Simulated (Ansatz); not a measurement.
# Sn2C (model cell, started as cuprite): following an unstable mode

Which phase does Sn2C (model cell, started as cuprite) fall into along its unstable mode, and how much energy does it gain?

Method: DFT PBEsol, scalar-relativistic, plane waves, PAW, in Ansatz 0.2.0.

This is a report of a sequence of runs, with most program output left out.

The structure was built from a prototype and need not be the compound's stable phase.

### 1. Starting point

Symmetry: Pn-3m, No. 224, cubic system. Conventional cell: a = 5.021 Å, b = 5.021 Å, c = 5.021 Å, α = 90.00°, β = 90.00°, γ = 90.00°. C has 4 Sn at 2.17 Å nearest. Nearest to Sn lie 2 C at 2.17 Å. Farther neighbours are not listed.

### 2. The dispersion

The cell comes from relaxations at this level that are not shown. Stability and thermal properties need the whole zone. Linear response on a 2×2×2 q mesh gives force constants as far as a supercell of that size would.

input.yaml

```yaml
crystal:
  lattice:
    - [5.0213021337, 0.0, 0.0]
    - [0.0, 5.0213021337, 0.0]
    - [0.0, 0.0, 5.0213021337]
  atoms:
    - { symbol: C, position: [0.0, 0.0, 0.0] }
    - { symbol: C, position: [0.5, 0.5, 0.5] }
    - { symbol: Sn, position: [0.25, 0.25, 0.25] }
    - { symbol: Sn, position: [0.75, 0.75, 0.25] }
    - { symbol: Sn, position: [0.75, 0.25, 0.75] }
    - { symbol: Sn, position: [0.25, 0.75, 0.75] }
kpoints:
  mp_grid: { grid: [8, 8, 8] }
hamiltonian:
  xc: pbesol
scf:
  occupations: { method: methfessel_paxton, width: 0.2 }
output:
  eigenvalues: true
phonons:
  method: dfpt
  qmesh: [2, 2, 2]
  temperatures: { t_max: 1000, t_step: 50 }
  qpath:
    path:
      - [[0.0, 0.0, 0.0], [0.0, 0.5, 0.0], [0.5, 0.5, 0.0], [0.0, 0.0, 0.0], [0.5, 0.5, 0.5], [0.0, 0.5, 0.0]]
      - [[0.5, 0.5, 0.5], [0.5, 0.5, 0.0]]
    npoints: 10
```

Run with:

```
$ ansatz run input.yaml --threads 8 --pin off --max-ram 14336MiB --backend cpu --events-out ev --progress --plain --runs-dir out
```

Run time: 2.1 min. Hardware: 8 threads of Arm Neoverse V2, shared host; peak memory 3.4 GiB; 16 min of CPU time.

This step gave:

| Property | Result |
| --- | --- |
| volume per atom | 21.10 Å³ |
| gap on the k-mesh | 0 eV |
| sum-rule residual before enforcement | 3.88e-6 eV/Å² |
| lowest frequency on the path | -184.3 cm⁻¹ |
| point group | m-3m |
| highest frequency on the path or at a solved wavevector | 535.2 cm⁻¹ |
| highest optical mode at the zone centre (no LO-TO term) | 501.7 cm⁻¹ |
| lowest optical zone-centre mode | -92.19 cm⁻¹ |
| lowest mode on the q mesh (acoustic modes at Γ apart) | -184.3 cm⁻¹ |

Frequencies (cm⁻¹) solved at each irreducible wavevector; negative means imaginary. Frequencies by wavevector, by row:

| q in reciprocal lattice units | star | mode 1 | mode 2 | mode 3 | mode 4 | mode 16 | mode 17 | mode 18 |
| --- | --- | --- | --- | --- | --- | --- | --- | --- |
| 0 0 0 | 1 | -92.2 | -92.2 | -92.2 | -77.8 | 501.7 | 501.7 | 501.7 |
| 0 0 -0.5 | 3 | -92.7 | -92.7 | -74.2 | -74.2 | 428 | 531.6 | 531.6 |
| 0 -0.5 -0.5 | 3 | -184.3 | -184.3 | -81.5 | -81.5 | 441 | 512.2 | 512.2 |
| -0.5 -0.5 -0.5 | 1 | -137.9 | -137.9 | -137.9 | -81.8 | 496.2 | 496.2 | 496.2 |

Interpolated from a 2×2×2 q mesh. Phonon branches along the path, in cm⁻¹:

| point | branch 1 | branch 2 | branch 3 | branch 4 | branch 15 | branch 16 | branch 17 | branch 18 |
| --- | --- | --- | --- | --- | --- | --- | --- | --- |
| Γ | -92 | -92 | -92 | -78 | 362 | 502 | 502 | 502 |
| halfway | -94 | -84 | -84 | -84 | 381 | 479 | 518 | 518 |
| X | -93 | -93 | -74 | -74 | 428 | 428 | 532 | 532 |
| halfway | -130 | -130 | -89 | -89 | 432 | 432 | 526 | 526 |
| M | -184 | -184 | -82 | -82 | 441 | 441 | 512 | 512 |
| halfway | -108 | -104 | -90 | -88 | 395 | 471 | 517 | 526 |
| Γ | -92 | -92 | -92 | -78 | 362 | 502 | 502 | 502 |
| halfway | -118 | -118 | -104 | -84 | 338 | 506 | 510 | 510 |
| R | -138 | -138 | -138 | -82 | 378 | 496 | 496 | 496 |
| halfway | -138 | -126 | -124 | -86 | 352 | 487 | 502 | 527 |
| X | -93 | -93 | -74 | -74 | 428 | 428 | 532 | 532 |
| jump to R | -138 | -138 | -138 | -82 | 378 | 496 | 496 | 496 |
| halfway | -154 | -154 | -114 | -82 | 399 | 480 | 510 | 510 |
| M | -184 | -184 | -82 | -82 | 441 | 441 | 512 | 512 |

Symmetry leaves 4 wavevectors to solve. The lowest mode among them, the acoustic zeros apart, lies at q = (0, -0.5, -0.5) and is imaginary, 184.3i cm⁻¹, so the energy falls along it.

### 3. The mode frozen in, largest atomic shift 0 Å

The mode followed lies at q = (0, -0.5, -0.5) with frequency 184.3i cm⁻¹ and is 2-fold degenerate, the softest among the wavevectors solved. At small amplitude the distorted cell has space group no. 49 by a symmetry search on the positions. The undistorted cell that holds it gives the zero of energy on the same k mesh.

System of this step: Sn2C (model cell, started as cuprite). The structure is cubic, space group Pn-3m (No. 224). Conventional cell: a = 5.021 Å, b = 5.021 Å, c = 5.021 Å, α = 90.00°, β = 90.00°, γ = 90.00°. C has 4 Sn at 2.17 Å nearest. Sn has 2 C at 2.17 Å nearest. Farther neighbours are not listed.

input.yaml

```yaml
crystal:
  lattice:
    - [-5.0213021337, 0.0, 0.0]
    - [0.0, -5.0213021337, -5.0213021337]
    - [0.0, -5.0213021337, 5.0213021337]
  atoms:
    - { symbol: C, position: [0.0, 0.5, 0.5] }
    - { symbol: C, position: [0.0, 0.0, 0.0] }
    - { symbol: C, position: [0.5, 0.0, 0.5] }
    - { symbol: C, position: [0.5, 0.5, 0.0] }
    - { symbol: Sn, position: [0.75, 0.25, 0.5] }
    - { symbol: Sn, position: [0.75, 0.75, 0.0] }
    - { symbol: Sn, position: [0.25, 0.0, 0.25] }
    - { symbol: Sn, position: [0.25, 0.5, 0.75] }
    - { symbol: Sn, position: [0.25, 0.0, 0.75] }
    - { symbol: Sn, position: [0.25, 0.5, 0.25] }
    - { symbol: Sn, position: [0.75, 0.75, 0.5] }
    - { symbol: Sn, position: [0.75, 0.25, 0.0] }
kpoints:
  mp_grid: { grid: [8, 6, 6] }
hamiltonian:
  xc: pbesol
scf:
  occupations: { method: methfessel_paxton, width: 0.2 }
output:
  forces: true
  stress: true
  eigenvalues: true
```

Run time: 5.4 s. Hardware: 8 threads; peak memory 1.5 GiB.

Numbers from this step:

| Property | Result |
| --- | --- |
| pressure | -0.03511 GPa |
| energy from the undistorted cell | 0 meV/atom |

The run ends at a pressure of -0.04 GPa.

### 4. The mode frozen in, largest atomic shift 0.14 Å

The atoms are moved along the unstable eigenvector, the largest shift by 0.14 Å, with the cell fixed.

input.yaml

```yaml
crystal:
  lattice:
    - [-5.0213021337, 0.0, 0.0]
    - [0.0, -5.0213021337, -5.0213021337]
    - [0.0, -5.0213021337, 5.0213021337]
  atoms:
    - { symbol: C, position: [0.0, 0.4802850044, 0.5] }
    - { symbol: C, position: [0.0, 0.0197149956, 0.0] }
    - { symbol: C, position: [0.5, 0.0197149956, 0.5] }
    - { symbol: C, position: [0.5, 0.4802850044, 0.0] }
    - { symbol: Sn, position: [0.75, 0.25, 0.5] }
    - { symbol: Sn, position: [0.75, 0.75, 0.0] }
    - { symbol: Sn, position: [0.25, -0.0085899095, 0.25] }
    - { symbol: Sn, position: [0.25, 0.5085899095, 0.75] }
    - { symbol: Sn, position: [0.25, -0.0085899095, 0.75] }
    - { symbol: Sn, position: [0.25, 0.5085899095, 0.25] }
    - { symbol: Sn, position: [0.75, 0.75, 0.5] }
    - { symbol: Sn, position: [0.75, 0.25, 0.0] }
kpoints:
  mp_grid: { grid: [8, 6, 6] }
hamiltonian:
  xc: pbesol
scf:
  occupations: { method: methfessel_paxton, width: 0.2 }
output:
  forces: true
  stress: true
  eigenvalues: true
```

Elapsed: 9.5 s, on 8 threads; peak memory 1.7 GiB.

This step gave:

```yaml
pressure: 0.5686 GPa
energy_from_the_undistorted_cell: -5.659 meV/atom
```

The energy, extrapolated to zero smearing, is -5.66 meV/atom against the undistorted cell.

The run ends at a pressure of 0.57 GPa, with forces up to 0.62 eV/Å.

### 5. Energy along the mode, all amplitudes (two of the runs are shown above)

An imaginary frequency means negative curvature, so the energy should fall and then rise again as anharmonic terms take over.

Numbers from this step:

```yaml
depth_at_the_lowest_point_sampled: 5.659 meV/atom
largest_atomic_shift_at_that_point: 0.14 Å
```

The energy from the parent by largest atomic shift:

| largest atomic shift (Å) | energy from the parent (meV/atom) |
| --- | --- |
| 0.000 | 0 |
| 0.040 | -0.887 |
| 0.080 | -2.87 |
| 0.140 | -5.66 |
| 0.220 | -2.74 |
| 0.320 | 27.7 |

Displacement at unit largest shift by atom:

| atom | x (Å) | y (Å) | z (Å) | size |
| --- | --- | --- | --- | --- |
| C1 | 0.000 | 0.707 | 0.707 | 1.000 |
| C2 | 0.000 | -0.707 | -0.707 | 1.000 |
| C3 | 0.000 | -0.707 | -0.707 | 1.000 |
| C4 | 0.000 | 0.707 | 0.707 | 1.000 |
| Sn5 | 0.000 | 0.000 | 0.000 | 0.000 |
| Sn6 | 0.000 | 0.000 | 0.000 | 0.000 |
| Sn7 | 0.000 | 0.308 | 0.308 | 0.436 |
| Sn8 | 0.000 | -0.308 | -0.308 | 0.436 |
| Sn9 | 0.000 | 0.308 | 0.308 | 0.436 |
| Sn10 | 0.000 | -0.308 | -0.308 | 0.436 |
| Sn11 | 0.000 | 0.000 | 0.000 | 0.000 |
| Sn12 | 0.000 | 0.000 | 0.000 | 0.000 |

The lowest of the steps tried is at 0.14 Å, 5.66 meV/atom below the parent; the bottom of the well need not coincide with a step.

### 6. Relaxation from the frozen mode

Starting from the lowest point found, all atoms and the cell are let go, so that strain and other modes of the same symmetry can join in.

Changes to input.yaml since step 4:

```diff
@@ -28 +28,6 @@
   eigenvalues: true
+relax:
+  adjacent_minimum: "off"
+  f_tol: 0.002
+  max_steps: 120
+  cell: { stress_tol: 0.03 }
```

The job ended after 2.2 min (8 threads; peak memory 1.9 GiB; 17 min of CPU time).

Relaxation path:

| step | energy less that of the first step (eV) | largest force component (eV/Å) | pressure (GPa) | volume (Å³) |
| --- | --- | --- | --- | --- |
| 1 | 0.0000 | 0.4399 | 0.57 | 253.21 |
| 2 | -0.4453 | 0.2768 | 0.74 | 251.98 |
| 3 | -0.3371 | 1.0881 | 1.39 | 253.14 |
| 4 | -0.6681 | 0.3211 | -0.41 | 256.15 |
| 5 | -0.8332 | 0.1765 | 0.20 | 254.20 |
| 6 | -0.8899 | 0.1250 | 0.04 | 254.95 |
| 7 | -0.9085 | 0.0114 | 0.00 | 254.72 |
| 8 | -0.9086 | 0.0034 | -0.02 | 254.74 |
| 9 | -0.9087 | 0.0011 | 0.00 | 254.70 |
| 10* | -0.9214 | 0.0014 | 0.02 | 254.70 |
| 11 | -0.9218 | 0.0007 | 0.00 | 254.75 |
| 12* | -0.9219 | 0.0007 | 0.00 | 254.75 |

Relaxation steps marked * repeat the geometry before them on a plane-wave basis chosen anew for their cell, so energy and pressure can jump there. Relaxation step 3 was tried and not accepted.

Forces are held to the 8 operations that the run works with; a distortion that breaks them can't arise in this run.

| conventional cell, symmetrised | before | after | change |
| --- | --- | --- | --- |
| a (Å) | 5.021 | 5.382 | +7.2 % |
| b (Å) | 7.101 | 7.281 | +2.5 % |
| c (Å) | 7.101 | 6.501 | -8.5 % |
| volume (Å³/atom) | 21.10 | 21.23 | +0.6 % |

The atoms that moved most (Å, as changes of fractional coordinates times the final cell):

| atom | dx | dy | dz | length |
| --- | --- | --- | --- | --- |
| Sn9 | 0.000 | 0.205 | 0.205 | 0.291 |
| Sn8 | 0.000 | -0.205 | -0.205 | 0.291 |
| Sn10 | 0.000 | -0.205 | -0.205 | 0.291 |
| Sn7 | 0.000 | 0.205 | 0.205 | 0.291 |
| C1 | -0.079 | 0.089 | 0.089 | 0.149 |
| C2 | -0.079 | -0.089 | -0.089 | 0.149 |
| C4 | 0.079 | 0.089 | 0.089 | 0.149 |
| C3 | 0.079 | -0.089 | -0.089 | 0.149 |

The relaxed structure:

```
C Sn
1.0
    -5.38168    0.00000    0.00000
     0.00000   -5.14867   -5.14867
     0.00000   -4.59700    4.59700
C Sn
4 8
Direct
  0.01469 0.46292 0.50000
  0.01469 0.03708 0.00000
  0.48531 0.03708 0.50000
  0.48531 0.46292 0.00000
  0.75000 0.25000 0.50000
  0.75000 0.75000 0.00000
  0.25000 0.95151 0.25000
  0.25000 0.54849 0.75000
  0.25000 0.95151 0.75000
  0.25000 0.54849 0.25000
  0.75000 0.75000 0.50000
  0.75000 0.25000 0.00000
```

Numbers from this step:

| Property | Result |
| --- | --- |
| pressure | -4.77e-4 GPa |
| volume per atom | 21.23 Å³ |

The distorted start has space group Pccm; the relaxation ends in Pccm.

### 7. Outcome

```yaml
unstable_mode_of_the_parent: q = (0, -0.5, -0.5), 184i cm⁻¹
depth_at_the_lowest_point_sampled: 5.66 meV/atom
largest_atomic_shift_at_that_point: 0.14 Å
space_group_reached_within_0p01_a: Pccm
energy_gained_over_the_parent_first_relaxation_on_the_mesh_of_the_frozen_mode: 82.5 meV/atom
volume_per_atom_phase_reached: 21.2 Å³
```

**Reading.** Along this mode the structure falls into Pccm, 82.5 meV/atom below the parent. At the parent's cell the well is 5.659 meV/atom deep on the steps tried, with its lowest point at a shift of 0.14 Å. Relaxing atoms and cell changes the gain by +76.87 meV/atom against the lowest step (energies at zero smearing). Most of the total comes from this relaxation. The modes of the phase reached were not computed on this path. Of the 6 patterns followed to their end from this parent, this one ends 308 meV/atom above the lowest, R-3m. Each path keeps the symmetry of its pattern, so a lower phase may lie along a pattern not tried. With no gap, or one that is small against the smearing, the frequencies hang on the k mesh and the smearing, most of all near Kohn anomalies. Spin-orbit coupling is left out, which can matter for the heavy elements here. A phonon run warned that its eigensolver left some bands unconverged in a pass. The starting cell was built on a prototype and not taken from a measurement, so the phase need not exist.

[Logs are printed without paths, hosts, clocks, repeated set-up lines and the standing remarks that a program may print on its own settings, such as how far it seeks lower states.]

[Hosts, paths, dates, database ids (printed as entryN), source tags and the programs' standing remarks are cut or masked in the printed files.]
